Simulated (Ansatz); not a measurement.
# Kohn anomalies in LuZn (Pm-3m)

Does LuZn (Pm-3m) have a Kohn anomaly or a soft branch that a wide smearing hides?

Calculated with Ansatz 0.2.0; DFT PBEsol, scalar-relativistic, plane waves, PAW.

Report form: the programs' logs are mostly left out.

**1. Set-up**

The structure is cubic, space group Pm-3m (No. 221). Conventional cell: a = 3.491 Å, b = 3.491 Å, c = 3.491 Å, α = 90.00°, β = 90.00°, γ = 90.00°. Lu has 8 Zn at 3.02 Å nearest. Nearest to Zn lie 8 Lu at 3.02 Å. Farther neighbours are not listed.

As a file:

```cif
data_structure
_symmetry_space_group_name_H-M 'P 1'
_symmetry_Int_Tables_number 1
_cell_length_a 3.4910
_cell_length_b 3.4910
_cell_length_c 3.4910
_cell_angle_alpha 90.000
_cell_angle_beta 90.000
_cell_angle_gamma 90.000
_cell_volume 42.55
loop_
_atom_site_label
_atom_site_type_symbol
_atom_site_fract_x
_atom_site_fract_y
_atom_site_fract_z
_atom_site_occupancy
Lu1 Lu 0.00000 0.00000 0.00000 1
Zn2 Zn 0.50000 0.50000 0.50000 1
```

**2. Relaxation**

The structure is brought to rest under this functional.

File input.yaml:

```yaml
crystal:
  lattice:
    - [3.491, 0.0, 0.0]
    - [0.0, 3.491, 0.0]
    - [0.0, 0.0, 3.491]
  atoms:
    - { symbol: Lu, position: [0.0, 0.0, 0.0] }
    - { symbol: Zn, position: [0.5, 0.5, 0.5] }
kpoints:
  mp_grid: { grid: [8, 8, 8] }
hamiltonian:
  xc: pbesol
scf:
  occupations: { method: gaussian, width: 0.1 }
output:
  forces: true
  stress: true
  eigenvalues: true
  write_density: true
  write_potential: true
  elf: true
  volumetric_format: npy
relax:
  adjacent_minimum: "off"
  f_tol: 0.005
  max_steps: 80
  cell: { stress_tol: 0.05 }
```

On the command line:

```
ansatz run input.yaml --threads 4 --pin off --max-ram 8192MiB --backend cpu --events-out ev --progress --plain --runs-dir out
```

Elapsed: 3.8 s, on 4 threads of Arm Neoverse V2, shared host; peak memory 0.38 GiB; 13 s of CPU time.

Step by step:

```tsv
step	energy less that of the first step (eV)	largest force component (eV/Å)	pressure (GPa)	volume (Å³)
1	0.0000	0.0000	-3.49	42.55
2	-0.0188	0.0000	2.11	39.36
3	-0.0250	0.0000	-0.17	40.50
4	-0.0251	0.0000	-0.01	40.41
5	-0.0244	0.0000	-0.02	40.41
```

The log counts 1 steps on a newly chosen plane-wave basis, not all of them marked here; energy and pressure can jump at such steps.

```tsv
conventional cell, symmetrised	before	after	change
a (Å)	3.491	3.432	-1.7 %
b (Å)	3.491	3.432	-1.7 %
c (Å)	3.491	3.432	-1.7 %
volume (Å³/atom)	21.27	20.21	-5.0 %
```

The relaxed structure:

```xyz
2
Lattice="3.4317 0.0000 0.0000 0.0000 3.4317 0.0000 0.0000 0.0000 3.4317" Properties=species:S:1:pos:R:3 pbc="T T T"
Lu    0.0000    0.0000    0.0000
Zn    1.7158    1.7158    1.7158
```

This step gave:

```yaml
pressure: -0.02001 GPa
volume_per_atom: 20.21 Å³
metallic_on_mesh: yes
gap_on_the_k_mesh: 0 eV
```

ELF in the ac plane at fractional y = 0.000, with atoms of Lu within 0.2 Å of it. It is the smooth field of the valence electrons, not physical close to the nuclei.

Ten even steps from '0' (0.09) to '9' (0.86), each cell a mean:
```
99972000003899
99851001001699
87520022100368
32100234310013
00002345431000
00023455543100
01134555554210
00124455543200
00002345432000
21000244320012
76410023200257
99840011001589
99961001002799
99972000003899
```
Columns run along a (3.4 Å), rows up along c (3.4 Å). Atoms in or near the plane, at fractional coordinates: Lu at (0.00, 0.00).

Valence density in the ac plane at fractional y = 0.000, with atoms of Lu within 0.2 Å of it. It is the smooth field of the valence electrons, not physical close to the nuclei.

Ten steps, logarithmic in the rise over the least value, from '_' (0 e/Å³) to '@' (43 e/Å³), each cell a mean:
```
@@%%**--..__________..==##%%
##**++::____________..--++##
++==--..______________..--==
::....__________________....
____________________________
____________________________
____________________________
____________________________
____________________________
....______________________..
==--::..______________..::--
##**==::____________..--++**
@@%%**--..__________..==**%%
@@@@##==..__________::++##@@
```
Columns run along a (3.4 Å), rows up along c (3.4 Å). Atoms in or near the plane, at fractional coordinates: Lu at (0.00, 0.00).

Electrostatic potential energy in the ac plane at fractional y = 0.000, with atoms of Lu within 0.2 Å of it. With pseudopotentials it is smooth inside the atoms' cores, unlike the true potential.

Ten even steps from '_' (-68 eV) to '@' (17 eV), each cell a mean:
```
____::++%%@@@@@@@@%%##==..__
..::==**%%@@@@@@@@@@%%**--..
====**##%%@@@@@@@@@@%%##**==
####%%%%@@@@@@@@@@@@@@%%%%##
%%%%@@@@@@@@@@@@@@@@@@@@@@%%
@@@@@@@@@@@@@@@@@@@@@@@@@@@@
@@@@@@@@@@@@@@@@@@@@@@@@@@@@
@@@@@@@@@@@@@@@@@@@@@@@@@@@@
%%@@@@@@@@@@@@@@@@@@@@@@@@@@
##%%%%@@@@@@@@@@@@@@@@%%%%%%
++++**%%@@@@@@@@@@@@%%##**++
..::==**%%@@@@@@@@@@%%**==::
____::++%%@@@@@@@@%%##==::__
____..++##%%@@@@@@%%##==..__
```
Columns run along a (3.4 Å; values clipped at the 3rd and 97th percentile), rows up along c (3.4 Å). Atoms in or near the plane, at fractional coordinates: Lu at (0.00, 0.00).

The largest force is now zero by symmetry and the largest stress component 0.020 GPa, small enough for phonons.

**3. Wavevectors along a line: Fermi–Dirac smearing of 0.1 eV**

The smearing blurs the Fermi surface that screens the phonons; a Fermi–Dirac width is an electronic temperature.

File input.yaml:

```yaml
crystal:
  lattice:
    - [3.4316567622, 0.0, 0.0]
    - [0.0, 3.4316567622, 0.0]
    - [0.0, 0.0, 3.4316567622]
  atoms:
    - { symbol: Lu, position: [0.0, 0.0, 0.0] }
    - { symbol: Zn, position: [0.5, 0.5, 0.5] }
kpoints:
  mp_grid: { grid: [16, 16, 16] }
hamiltonian:
  xc: pbesol
scf:
  occupations: { method: fermi_dirac, width: 0.1 }
output:
  eigenvalues: true
phonons:
  method: dfpt
  qpoints:
    - [0, 0, 0]
    - [0.0, 0.0625, 0.0]
    - [0.0, 0.1875, 0.0]
    - [0.0, 0.3125, 0.0]
    - [0.0, 0.4375, 0.0]
```

Wall time 6.6 min (4 threads); peak memory 3.2 GiB.

Each wavevector solved by linear response. Table of frequency by |q| along the line:

```tsv
|q| along the line (Å⁻¹)	mode 1 = mode 2 (cm⁻¹)	mode 3 (cm⁻¹)	mode 4 (cm⁻¹)	mode 5 (cm⁻¹)	mode 6 (cm⁻¹)
0.000	0	0	143	143	143
0.114	14.7	19.9	142	142	143
0.343	41.6	56.4	139	139	141
0.572	64.4	85.4	134	135	135
0.801	79.6	106	122	131	131
```

**4. Phonons along a line: Fermi–Dirac smearing of 0.25 eV**

input.yaml, as its differences from that of step 3:

```diff
@@ -13,3 +13,3 @@
 scf:
-  occupations: { method: fermi_dirac, width: 0.1 }
+  occupations: { method: fermi_dirac, width: 0.25 }
 output:
```

Wider smearing eases the sum over k-points of a metal but moves the result away from its zero-temperature value.

The job ended after 6.9 min (4 threads; peak memory 3.3 GiB).

Each wavevector solved by linear response. The frequency by |q| along the line:

```tsv
|q| along the line (Å⁻¹)	mode 1 = mode 2 (cm⁻¹)	mode 3 (cm⁻¹)	mode 4 (cm⁻¹)	mode 5 (cm⁻¹)	mode 6 (cm⁻¹)
0.000	0	0	142	142	142
0.114	14.7	19.6	142	142	142
0.343	42.1	55.9	139	139	141
0.572	65.0	85.4	134	134	136
0.801	79.9	107	125	130	130
```

Against step 3 (now smearing width 0.25 eV), the free energy moves by -61.4 meV an atom.

**5. Wavevectors along a line: Fermi–Dirac smearing of 0.04 eV**

Each wavevector is solved by itself, so no interpolation smooths a dip of the branch.

input.yaml, as its differences from that of step 4:

```diff
@@ -13,3 +13,3 @@
 scf:
-  occupations: { method: fermi_dirac, width: 0.25 }
+  occupations: { method: fermi_dirac, width: 0.04 }
 output:
```

Narrower smearing comes nearer the zero-temperature value but asks more of the mesh.

The job ended after 6.4 min (4 threads; peak memory 3.2 GiB).

Each wavevector solved by linear response. Table of frequency by |q| along the line:

```tsv
|q| along the line (Å⁻¹)	mode 1 = mode 2 (cm⁻¹)	mode 3 (cm⁻¹)	mode 4 (cm⁻¹)	mode 5 (cm⁻¹)	mode 6 (cm⁻¹)
0.000	0	0	143	143	143
0.114	14.7	20.3	143	143	143
0.343	41.1	57.1	139	139	141
0.572	64.1	86.0	134	136	136
0.801	79.2	106	122	132	132
```

Against step 3 (now smearing width 0.04 eV), the free energy moves by +11.0 meV an atom.

**6. Phonons along a line: Methfessel–Paxton smearing of 0.2 eV**

input.yaml, as its differences from that of step 5:

```diff
@@ -13,3 +13,3 @@
 scf:
-  occupations: { method: fermi_dirac, width: 0.04 }
+  occupations: { method: methfessel_paxton, width: 0.2 }
 output:
```

The job ended after 6.5 min (4 threads; peak memory 3.2 GiB).

Each wavevector solved by linear response. Frequency against |q| along the line:

```tsv
|q| along the line (Å⁻¹)	mode 1 = mode 2 (cm⁻¹)	mode 3 (cm⁻¹)	mode 4 (cm⁻¹)	mode 5 (cm⁻¹)	mode 6 (cm⁻¹)
0.000	0	0	143	143	143
0.114	14.7	20.1	143	143	143
0.343	41.1	56.6	139	139	141
0.572	64.0	85.7	134	136	136
0.801	79.2	106	121	132	132
```

Against step 3 (now occupations Methfessel-Paxton and smearing width 0.2 eV), the free energy moves by +13.3 meV an atom.

**7. The lowest branch at each setting**

Lowest frequency against |q| along the line:

```tsv
|q| along the line (Å⁻¹)	fermi dirac 0.1 eV, k 16x16x16 (cm⁻¹)	fermi dirac 0.25 eV, k 16x16x16 (cm⁻¹)	fermi dirac 0.04 eV, k 16x16x16 (cm⁻¹)	methfessel paxton 0.2 eV, k 16x16x16 (cm⁻¹)
0.000	0	0	0	0
0.114	14.7	14.7	14.7	14.7
0.343	41.6	42.1	41.1	41.1
0.572	64.4	65.0	64.1	64.0
0.801	79.6	79.9	79.2	79.2
```

**8. Results**

```
phonon run of the rows without a label of their own              : PBEsol, k 16×16×16
lowest branch at the last solved point, Fermi–Dirac 0.1 eV       : 79.6 cm⁻¹ at |q| = 0.801 Å⁻¹
lowest branch at the last solved point, Fermi–Dirac 0.25 eV      : 79.9 cm⁻¹ at |q| = 0.801 Å⁻¹
lowest branch at the last solved point, Fermi–Dirac 0.04 eV      : 79.2 cm⁻¹ at |q| = 0.801 Å⁻¹
lowest branch at the last solved point, Methfessel–Paxton 0.2 eV : 79.2 cm⁻¹ at |q| = 0.801 Å⁻¹
```

What this shows: No branch softens by more than 4 % of the top frequency as the smearing narrows, so no anomaly that hangs on the smearing shows at these points. The line holds 5 wavevectors, so a narrow dip between them would be missed. Between Fermi–Dirac 0.25 eV and Fermi–Dirac 0.04 eV the largest change, with modes counted by rank of frequency, is in mode 4 at |q| = 0.801 Å⁻¹, from 125 to 122 cm⁻¹. Where branches cross, a count by rank can hide a softening. At the narrowest width the k mesh may not resolve the Fermi surface, so part of the change can be mesh noise.

[Logs are printed without paths, hosts, clocks, repeated set-up lines and the standing remarks that a program may print on its own settings, such as how far it seeks lower states.]

[Hosts, paths, dates, database ids (printed as entryN), source tags and the programs' standing remarks are cut or masked in the printed files.]
